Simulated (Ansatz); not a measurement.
# BaCdBO3F (built on the sites of a database entry of BaZnBO3F): from the cell to its phonons, part 3 of 3

How does BaCdBO3F (built on the sites of a database entry of BaZnBO3F) vibrate, and is this structure a minimum?

Ansatz 0.2.0; DFT PBEsol, scalar-relativistic, plane waves, PAW.

So far. Step 4 (Tight relaxation): The largest force component left is 0.45 meV/Å and the pressure is 0.001 GPa, within the tolerances set. The cell now holds 14.72 Å³/atom. Step 5 (Modes at Γ): Before it was imposed, the acoustic sum rule was missed by 6.1e-4 eV/Å² and the charge sum rule by 0.0032 e. Small misses are needed for a sound result but don't prove that mesh and cutoff are converged. The lowest optical mode is real, 54.7 cm⁻¹. The relaxed cell has a = 5.188, c = 4.419 Å (conventional setting).

The structure was built from a prototype and need not be the compound's stable phase.

### 6. Phonons on a q mesh

Stability and thermal properties need the whole zone. Linear response on a 2×2×2 q mesh gives force constants as far as a supercell of that size would, and the tensors from the zone-centre run are typed in so that the long-range dipole term is interpolated apart.

input.yaml reads:

```yaml
crystal:
  lattice:
    - [5.188433932, 0.0, 0.0]
    - [-2.594216966, 4.493315591, 0.0]
    - [0.0, 0.0, 4.4187726628]
  atoms:
    - { symbol: Ba, position: [0.0, 0.0, 0.0] }
    - { symbol: Cd, position: [0.3333333333, 0.6666666667, 0.5] }
    - { symbol: B, position: [0.6666666667, 0.3333333333, 0.5] }
    - { symbol: O, position: [0.3722092563, 0.2641726768, 0.5] }
    - { symbol: O, position: [0.8919634205, 0.6277907437, 0.5] }
    - { symbol: O, position: [0.7358273232, 0.1080365795, 0.5] }
    - { symbol: F, position: [0.3333333333, 0.6666666667, 0.0] }
kpoints:
  mp_grid: { grid: [6, 6, 4] }
hamiltonian:
  xc: pbesol
scf:
  occupations: { method: fixed }
output:
  eigenvalues: true
phonons:
  method: dfpt
  qmesh: [2, 2, 2]
  temperatures: { t_max: 1000, t_step: 50 }
  qpath:
    path:
      - [[0.0, 0.0, 0.0], [0.5, 0.0, 0.0], [0.33333333, 0.33333333, 0.0], [0.0, 0.0, 0.0], [0.0, 0.0, 0.5], [0.5, 0.0, 0.5], [0.33333333, 0.33333333, 0.5], [0.0, 0.0, 0.5]]
      - [[0.5, 0.0, 0.5], [0.5, 0.0, 0.0]]
      - [[0.33333333, 0.33333333, 0.5], [0.33333333, 0.33333333, 0.0]]
    npoints: 10
  non_analytic_term:
    high_frequency_dielectric_tensor: [[3.3216, 0.0, 0.0], [0.0, 3.3216, 0.0], [0.0, 0.0, 3.0847]]
    born_effective_charges:
      - { species: Ba, tensor: [[2.403, -0.0174, 0.0], [0.0174, 2.403, 0.0], [0.0, 0.0, 3.3172]] }
      - { species: Cd, tensor: [[2.3647, -0.0716, 0.0], [0.0716, 2.3647, 0.0], [0.0, 0.0, 2.1596]] }
      - { species: B, tensor: [[2.8216, 0.4411, 0.0], [-0.4411, 2.8216, 0.0], [0.0, 0.0, 0.0886]] }
      - { species: O, tensor: [[-2.607, -0.2719, 0.0], [-0.0126, -1.7129, 0.0], [0.0, 0.0, -1.2405]] }
      - { species: O, tensor: [[-1.8132, -0.4457, 0.0], [-0.1863, -2.5066, 0.0], [0.0, 0.0, -1.2405]] }
      - { species: O, tensor: [[-2.0596, 0.3286, 0.0], [0.5879, -2.2603, 0.0], [0.0, 0.0, -1.2405]] }
      - { species: F, tensor: [[-1.1095, 0.037, 0.0], [-0.037, -1.1095, 0.0], [0.0, 0.0, -1.8438]] }
    source: "zone-centre run at this cell"
```

Launch:

```console
$ ansatz run input.yaml --threads 8 --pin off --max-ram 14336MiB --backend cpu --events-out ev --progress --plain --runs-dir out
```

Numbers of over 12 decimals in the logs are rounded to 6 here.

What it wrote:

```text
Warning: phonons: the dynamical matrix that this run interpolates holds no multipole term above the dipole-dipole one, and a site of this crystal is no centre of inversion, so its interpolated transverse optical and acoustic branches and sound speeds can stay off near Gamma, and the density of states and the thermodynamics with them. What a run solves at a wave vector of phonons.qpoints, Gamma apart, where the deck admits one, is free of this, and under fd what a larger phonons.supercell samples
[...]
Crystal: 7 atoms, lattice volume = 103.016 Å³
Basis set: ecut = 420 eV, 2025 PW (Γ), exchange–correlation on 72×72×60 points (8 copies of the dense FFT grid, shifted against one another)
Bands: 36, of which v1, the nominal top of the filled ones, is band 29 counted from 1 (28 counted from 0)
Symmetry: 6 space group operations
k-points: 24 of 144 (time reversal used)
[...]
SCF iter   1: F=—  HF=-16689.263818 eV  |F-HF|=—  |Δ(HF+E_count)|=         —  Δρ=1.29e-2  dr2=1.30e-1  ethr=1.77e-3  ⟨swp⟩=5.0  Hψ=3113  notcnv=0  defer=117
[...]
SCF iter  11: F=-16689.228690 eV  HF=-16689.228690 eV  |F-HF|=3.64e-12  |Δ(HF+E_count)|=  1.38e-10  Δρ=5.42e-8  dr2=3.21e-12  ethr=1.00e-12  ⟨swp⟩=15.1  Hψ=6605  notcnv=0
SCF 1 converged in 11 iterations: F = -16689.228690 eV  dr2 = 3.21e-12
[...]
NSCF: frozen V_eff on 24 k-points
[...]
DFPT response loops at q = (0, 0, 0) (fractional): preconditioner auto → none (the input reference at scf.mixing.eps_inf says where Resta's filter doesn't serve); β = 0.50; Broyden in place of MSR1
[...]
SCF converged after 11 iterations
Free energy (F): -16689.228690 eV
[...]
Internal energy: -16689.228690 eV  (E = F + TS)
E sigma→0 (E₀):  -16689.228690 eV
Fermi energy:    7.002754 eV
[...]
--- Band table (eV; the first three rows and the last of 24) ---
  k-point 0: bands = [... 25 lower, 5.6473, 5.9219, 6.2073, 6.2073, 9.7630, 12.6733, 13.4942, 13.4942, ... 3 higher]
  k-point 1: bands = [... 25 lower, 5.8493, 6.1752, 6.1752, 6.4786, 10.5738, 12.5886, 13.5649, 13.5649, ... 3 higher]
  k-point 2: bands = [... 25 lower, 6.0526, 6.1157, 6.1157, 6.9938, 12.0061, 12.1634, 13.8075, 13.8075, ... 3 higher]
  k-point 23: bands = [... 25 lower, 5.7400, 5.8857, 6.1343, 6.8403, 12.6509, 12.8168, 13.0546, 13.2232, ... 3 higher]
--- Phonons (Γ-DFPT): 11 representative perturbations + reference (Σ response iterations 40) ---
  ASR residual: 6.687e-4 → 0.000e0 eV/Å²; symmetrization residual: 3.269e-4 eV/Å²
  ASR residual per site (eV/Å²): 8.51e-6 3.31e-4 1.02e-4 5.89e-5 3.94e-5 5.40e-5 6.69e-4
[...]
--- Phonons (arbitrary-q DFPT): 4 irreducible q on the 2×2×2 mesh ---
  q = [0.0000, 0.0000, 0.0000] (star 1, of the zone-centre solve; hermiticity 1.42e-5, symmetrization 8.20e-7): -0.00 -0.00 -0.00 54.69 54.69 96.38 103.69 103.69 153.34 153.34 154.44 243.42 243.42 333.26 429.95 602.00 602.00 713.01 903.34 1225.47 1225.47
  q = [0.0000, 0.0000, -0.5000] (star 1, 11 solved perturbations in 516 linear systems a pass and spin channel, the states on 60 of 144 k-point pairs; hermiticity 1.43e-5, symmetrization 8.25e-7): -59.33 -59.33 70.44 70.44 73.69 73.69 132.73 171.14 176.28 176.28 241.23 241.23 256.68 294.34 460.32 601.92 601.92 724.11 901.40 1225.94 1225.94
  q = [0.0000, -0.5000, 0.0000] (star 3, 21 solved perturbations on 60 of 144 k-point pairs; hermiticity 4.13e-6, symmetrization 1.71e-6): 14.86 52.82 56.45 74.64 78.31 78.33 104.48 142.57 148.53 155.06 168.21 265.97 305.01 328.93 430.51 591.61 606.95 713.26 901.66 1241.57 1295.79
[...]
sum rule: each row above includes the acoustic sum rule's correction from the zone centre's row sums; it moved no ω² by more than (3.09 cm⁻¹)²
  mesh force constants: q→R imaginary residual 3.88e-18; ASR residual 6.687e-4 → 0.000e0 eV/Å²; symmetrization residual 2.245e-14 eV/Å²
  interpolated dispersion: 94 rows × 21 modes
  density of states and harmonic sums: on the 14×14×14 q-mesh, interpolated from the force constants of a 2×2×2 supercell (with the dipole–dipole term of supplied tensors)
  largest difference from the sums on the solved wave vectors: F 2.50e-2 eV, S 2.69e-5 and C_V 8.83e-6 eV/K
  zero-point energy: 0.480696 eV/cell   skipped modes (ω ≤ 0): 370, of them read as no rigid motion or as one in doubt: 367 (1.399e0 modes/cell left out, lowest -71.67 cm⁻¹)   left out of the sums: 6.67e-2 of the cell's modes: C_V's classical limit lies that fraction below 3 k_B per atom; for a crystal, a wire or a layer, F and S can be off by more, and a phonons.interpolated_qmesh denser along its periods is the remedy for the sampling
```

Elapsed: 1.7 min, on 8 threads of Intel Xeon 6975P-C (Granite Rapids), shared host; peak memory 1.1 GiB.

Numbers from this step:

```
sum-rule residual before enforcement                    : 6.69e-4 eV/Å²
lowest frequency on the path                            : -71.65 cm⁻¹
highest frequency on the path or at a solved wavevector : 1307 cm⁻¹
lowest mode on the q mesh (acoustic modes at Γ apart)   : -71.65 cm⁻¹
```

Frequencies (cm⁻¹) solved at each irreducible wavevector; negative means imaginary. Frequencies by wavevector, by row:

```csv
q in reciprocal lattice units,star,mode 1,mode 2,mode 3,mode 4,mode 19,mode 20,mode 21
0 0 0,1,0,0,0,54.7,903.3,1226,1226
0 0 -0.5,1,-59.3,-59.3,70.4,70.4,901.4,1226,1226
0 -0.5 0,3,14.9,52.8,56.5,74.6,901.7,1242,1296
0 -0.5 -0.5,3,-71.7,-58.4,61.9,80.2,900.4,1235,1253
```

Interpolated from a 2×2×2 q mesh, rough between the solved points, with the LO-TO term (at Γ the limit along the path; where Γ stands inside the path, tables give the limit on arrival). Phonon branches along the path, in cm⁻¹:

```csv
point,branch 1,branch 2,branch 3,branch 4,branch 18,branch 19,branch 20,branch 21
Γ,0,0,0,55,713,903,1226,1307
halfway,20,34,55,63,713,902,1234,1301
M,15,53,56,75,713,902,1242,1296
halfway,20,55,60,62,713,902,1250,1289
K,20,57,58,66,713,902,1261,1278
halfway,28,39,43,72,713,902,1238,1298
Γ,0,0,0,55,713,903,1226,1307
halfway,-28,-28,40,40,723,902,1226,1226
A,-59,-59,70,70,724,901,1226,1226
halfway,-68,-57,74,76,722,900,1230,1242
L,-72,-58,62,80,721,900,1235,1253
halfway,-70,-61,63,74,721,901,1238,1251
H,-66,-66,65,72,721,901,1244,1247
halfway,-69,-57,72,74,722,900,1232,1245
A,-59,-59,70,70,724,901,1226,1226
jump to L,-72,-58,62,80,721,900,1235,1253
halfway,-44,-40,53,75,717,901,1239,1273
M,15,53,56,75,713,902,1242,1296
jump to H,-66,-66,65,72,721,901,1244,1247
halfway,-47,-43,64,68,717,901,1252,1262
K,20,57,58,66,713,902,1261,1278
```

Tetrahedra on a 14×14×14 mesh, mean over bins of 20 cm-1. Interpolated from a 2×2×2 q mesh, rough between the solved points. The phonon density of states by wavenumber; read off at these points:

```csv
wavenumber (cm⁻¹),phonon density of states (1/cm⁻¹/cell)
-70,0.0155
-30,0.0137
30,0.0118
70,0.0775
90,0.0810
130,0.0379
170,0.0662
210,0.0112
250,0.0503
270,0.0292
310,0.00776
350,4.3e-4
410,0
450,0.00861
510,0
550,0
590,0.0474
610,0.0526
650,0
690,0
730,0.0144
790,0
830,0
890,0.00348
910,0.0465
930,0
970,0
1030,0
1070,0
1110,0
1170,0
1210,0
1270,0.0142
1310,4.9e-4
```

The partial phonon density of states has structure finer than the step of the table below, so its rows give means over 50 cm⁻¹, whole bins alone (the curve runs from -81.2 to 1355 cm⁻¹). Peaks (cm⁻¹: height): B 262.2: 0.0063, 596.5: 0.00394, 713.9: 0.028, 1238.0: 0.0305; Ba 81.5: 0.0435; Cd 90.5: 0.0272, 253.1: 0.0053; F -54.0: 0.0220, 54.4: 0.00913, 162.8: 0.00764, 433.8: 0.0272; O 162.8: 0.0426, 253.1: 0.0333, 596.5: 0.0623, 903.7: 0.0376.

Phonopy on the run's constants, 13x13x13 mesh, Gaussian sigma 10.3 cm-1. Interpolated from a 2×2×2 q mesh, rough between the solved points. Table of partial phonon density of states by wavenumber; means over each step; values in 1/cm⁻¹/cell:

```csv
wavenumber (cm⁻¹),B,Ba,Cd,F,O
-50,3.0e-4,0.00202,1.8e-4,0.0157,0.00363
0,1.0e-4,0.00259,9.9e-4,0.00478,8.8e-4
50,4.4e-4,0.0186,0.0134,0.00771,0.00369
100,8.8e-4,0.0305,0.0229,0.00370,0.00660
150,0.00191,0.00518,0.00821,0.00457,0.0264
200,7.7e-4,5.2e-4,0.00547,0.00232,0.0140
250,0.00428,2.3e-4,0.00373,0.00137,0.0235
300,0.00287,1.6e-4,0.00230,4.8e-4,0.0180
350,3.4e-4,2.2e-5,0.00152,9.3e-5,0.0102
400,7.5e-5,9.8e-7,2.6e-4,0.00484,2.8e-4
450,1.6e-4,2.8e-5,7.4e-4,0.0127,8.1e-4
500,4.0e-7,4.0e-7,5.0e-6,1.0e-4,8.7e-6
550,6.7e-5,0,9.1e-6,1.7e-6,0.00109
600,0.00224,1.4e-5,2.4e-4,2.2e-4,0.0354
650,4.1e-5,0,3.0e-6,6.2e-6,6.3e-4
700,0.0116,2.9e-6,0,2.9e-6,0.00285
750,0.00440,7.0e-7,0,7.0e-7,0.00110
800,0,0,0,0,0
850,0,0,0,0,2.0e-4
900,0,3.6e-6,1.6e-5,0,0.0194
950,0,0,0,0,4.0e-4
1000,0,0,0,0,0
1050,0,0,0,0,0
1100,0,0,0,0,0
1150,0,0,0,0,0
1200,0.00303,0,5.1e-7,5.1e-7,0.00105
1250,0.0211,7.2e-6,9.6e-6,1.9e-5,0.00747
1300,0.00529,0,2.5e-6,4.3e-6,0.00201
```

Symmetry leaves 4 wavevectors to solve. The lowest mode among them, the acoustic zeros apart, lies at q = (0, -0.5, -0.5) and is imaginary, 71.7i cm⁻¹, so the energy falls along it.

### 7. Isotope substitution, element B, natural mass 10.81 amu

An isotope changes the mass and not the force constants, so no new electronic calculation is needed; the shifts show which modes move this element.

The same force constants with the mass of B changed from 10.810 to 10.013 u (phonopy, no LO-TO term). Both lists are sorted by frequency; levels can cross, so a row need not hold one and the same mode. Modes under 3 cm⁻¹ are left out. Isotope shifts, by row, the first 40 of 60 rows:

```csv
q,rank,natural mass (cm⁻¹),changed mass (cm⁻¹)
0 0 0,4,54.69,54.69
0 0 0,5,54.69,54.69
0 0 0,6,96.38,96.43
0 0 0,7,103.7,103.7
0 0 0,8,103.7,103.7
0 0 0,9,153.3,153.3
0 0 0,10,153.3,153.3
0 0 0,11,154.4,155.2
0 0 0,12,243.4,244.7
0 0 0,13,243.4,244.7
0 0 0,14,333.3,333.3
0 0 0,15,429.9,430
0 0 0,16,602,603.5
0 0 0,17,602,603.5
0 0 0,18,713,735.6
0 0 0,19,903.3,903.3
0 0 0,20,1225,1261
0 0 0,21,1225,1261
0 0 -0.5,1,-59.33,-59.33
0 0 -0.5,2,-59.33,-59.33
0 0 -0.5,3,70.44,70.56
0 0 -0.5,4,70.44,70.56
0 0 -0.5,5,73.69,73.69
0 0 -0.5,6,73.69,73.69
0 0 -0.5,7,132.7,132.7
0 0 -0.5,8,171.1,171.4
0 0 -0.5,9,176.3,176.3
0 0 -0.5,10,176.3,176.3
0 0 -0.5,11,241.2,242.5
0 0 -0.5,12,241.2,242.5
0 0 -0.5,13,256.7,258.4
0 0 -0.5,14,294.3,294.3
0 0 -0.5,15,460.3,460.3
0 0 -0.5,16,601.9,603.5
0 0 -0.5,17,601.9,603.5
0 0 -0.5,18,724.1,746.3
0 0 -0.5,19,901.4,901.4
0 0 -0.5,20,1226,1262
0 0 -0.5,21,1226,1262
0 -0.5 0,1,14.86,14.86
```

A mode of this element alone would shift by +3.90 %. The highest zone-centre frequency without the field goes from 1225.5 to 1261.4 cm⁻¹ (+2.9 %). The product of the frequency ratios over all optical modes at Γ is 1.118; the product rule, (m/m′)^(3k/2) (M′/M)^(3/2) with k = 1 such atoms and M the mass of the cell, gives 1.118.

### 8. Another isotope, element Ba, natural mass 137.327 amu

The same for Ba, from 137.33 to 133.90 u.

The same force constants with the mass of Ba changed from 137.327 to 133.905 u (phonopy, no LO-TO term). Both lists are sorted by frequency; levels can cross, so a row need not hold one and the same mode. Modes under 3 cm⁻¹ are left out. Isotope shifts, by row, the first 40 of 60 rows:

```csv
q,rank,natural mass (cm⁻¹),changed mass (cm⁻¹)
0 0 0,4,54.69,54.75
0 0 0,5,54.69,54.75
0 0 0,6,96.38,97.09
0 0 0,7,103.7,104.3
0 0 0,8,103.7,104.3
0 0 0,9,153.3,153.3
0 0 0,10,153.3,153.3
0 0 0,11,154.4,154.4
0 0 0,12,243.4,243.4
0 0 0,13,243.4,243.4
0 0 0,14,333.3,333.3
0 0 0,15,429.9,429.9
0 0 0,16,602,602
0 0 0,17,602,602
0 0 0,18,713,713
0 0 0,19,903.3,903.3
0 0 0,20,1225,1225
0 0 0,21,1225,1225
0 0 -0.5,1,-59.33,-59.35
0 0 -0.5,2,-59.33,-59.35
0 0 -0.5,3,70.44,70.44
0 0 -0.5,4,70.44,70.44
0 0 -0.5,5,73.69,74.6
0 0 -0.5,6,73.69,74.6
0 0 -0.5,7,132.7,134.4
0 0 -0.5,8,171.1,171.1
0 0 -0.5,9,176.3,176.3
0 0 -0.5,10,176.3,176.3
0 0 -0.5,11,241.2,241.2
0 0 -0.5,12,241.2,241.2
0 0 -0.5,13,256.7,256.7
0 0 -0.5,14,294.3,294.4
0 0 -0.5,15,460.3,460.4
0 0 -0.5,16,601.9,601.9
0 0 -0.5,17,601.9,601.9
0 0 -0.5,18,724.1,724.1
0 0 -0.5,19,901.4,901.4
0 0 -0.5,20,1226,1226
0 0 -0.5,21,1226,1226
0 -0.5 0,1,14.86,14.92
```

A mode of this element alone would shift by +1.27 %. The highest zone-centre frequency without the field goes from 1225.5 to 1225.5 cm⁻¹ (+0.0 %). The product of the frequency ratios over all optical modes at Γ is 1.023; the product rule, (m/m′)^(3k/2) (M′/M)^(3/2) with k = 1 such atoms and M the mass of the cell, gives 1.022.

### 9. Another isotope, element Cd, natural mass 112.414 amu

The same for Cd, from 112.41 to 115.90 u.

A mode of this element alone would shift by -1.52 %. The highest zone-centre frequency without the field goes from 1225.5 to 1225.5 cm⁻¹ (+0.0 %). The product of the frequency ratios over all optical modes at Γ is 0.971; the product rule, (m/m′)^(3k/2) (M′/M)^(3/2) with k = 1 such atoms and M the mass of the cell, gives 0.970.

### 10. Another isotope, element O, natural mass 15.999 amu

The same for O, from 16.00 to 18.00 u.

The same force constants with the mass of O changed from 15.999 to 17.999 u (phonopy, no LO-TO term). Both lists are sorted by frequency; levels can cross, so a row need not hold one and the same mode. Modes under 3 cm⁻¹ are left out. Isotope shifts, by row, the first 40 of 60 rows:

```csv
q,rank,natural mass (cm⁻¹),changed mass (cm⁻¹)
0 0 0,4,54.69,54.69
0 0 0,5,54.69,54.69
0 0 0,6,96.38,95.98
0 0 0,7,103.7,103.3
0 0 0,8,103.7,103.3
0 0 0,9,153.3,144.6
0 0 0,10,153.3,144.6
0 0 0,11,154.4,149.2
0 0 0,12,243.4,234.8
0 0 0,13,243.4,234.8
0 0 0,14,333.3,314.2
0 0 0,15,429.9,429.7
0 0 0,16,602,570
0 0 0,17,602,570
0 0 0,18,713,705.5
0 0 0,19,903.3,851.7
0 0 0,20,1225,1208
0 0 0,21,1225,1208
0 0 -0.5,1,-59.33,-58.48
0 0 -0.5,2,-59.33,-58.48
0 0 -0.5,3,70.44,69.53
0 0 -0.5,4,70.44,69.53
0 0 -0.5,5,73.69,73.67
0 0 -0.5,6,73.69,73.67
0 0 -0.5,7,132.7,132.7
0 0 -0.5,8,171.1,168.7
0 0 -0.5,9,176.3,168.7
0 0 -0.5,10,176.3,169.2
0 0 -0.5,11,241.2,232.7
0 0 -0.5,12,241.2,232.7
0 0 -0.5,13,256.7,247.8
0 0 -0.5,14,294.3,279.2
0 0 -0.5,15,460.3,457.6
0 0 -0.5,16,601.9,570
0 0 -0.5,17,601.9,570
0 0 -0.5,18,724.1,715.3
0 0 -0.5,19,901.4,849.9
0 0 -0.5,20,1226,1209
0 0 -0.5,21,1226,1209
0 -0.5 0,1,14.86,14.84
```

A mode of this element alone would shift by -5.72 %. The highest zone-centre frequency without the field goes from 1225.5 to 1208.3 cm⁻¹ (-1.4 %). The product of the frequency ratios over all optical modes at Γ is 0.605; the product rule, (m/m′)^(3k/2) (M′/M)^(3/2) with k = 3 such atoms and M the mass of the cell, gives 0.605.

### 11. Results

| Item | Value |
| --- | --- |
| space group after relaxation (within 0.01 Å) | P-6 |
| volume per atom | 14.7 Å³ |
| gap on the k-mesh | 2.76 eV |
| highest optical mode at the zone centre (no LO-TO term) | 1225 cm⁻¹ |
| top of the zone-centre spectrum with the field | 1307 cm⁻¹ |
| lowest optical zone-centre mode | 54.7 cm⁻¹ |
| mean high-frequency dielectric constant | 3.24 |
| mean static dielectric constant | 22.0 |
| largest Born charge (third of the trace) | 2.71 e |
| lowest mode on the q mesh (acoustic modes at Γ apart) | -71.7 cm⁻¹ |
| highest frequency on the path or at a solved wavevector | 1307 cm⁻¹ |
| imaginary modes on the 2×2×2 q mesh | yes |

**Reading.** Modes are clearly imaginary (beyond 10i cm⁻¹) at 2 of the 4 irreducible wavevectors, most at q = (0, -0.5, -0.5) (71.7i cm⁻¹), so this structure is not a minimum of the energy. Without the field, the optical modes at Γ span 55 to 1225 cm⁻¹. The highest mode in this list at Γ, 1225.5 cm⁻¹, is mostly motion of B (75 % of the kinetic energy). With the macroscopic field of the longitudinal modes the top of the zone-centre spectrum lies at 1307 cm⁻¹, against 1225 cm⁻¹ without it. Lattice motion raises the mean dielectric constant from 3.243 to 21.97. The strongest infrared line is at 1226 cm⁻¹. The q mesh stands for a supercell only 8.8 Å across, so branches between the solved wavevectors are rough. The program warns that the interpolation holds no quadrupole term, so branches close to Γ can be off in this crystal. Spin-orbit coupling is left out, which can matter for the heavy elements here. The starting cell was built on a prototype and not taken from a measurement, so the phase need not exist. These are harmonic frequencies at zero temperature: anharmonic shifts, linewidths and thermal expansion are left out.

[Logs are printed without paths, hosts, clocks, repeated set-up lines and the standing remarks that a program may print on its own settings, such as how far it seeks lower states.]

[Hosts, paths, dates, database ids (printed as entryN), source tags and the programs' standing remarks are cut or masked in the printed files.]
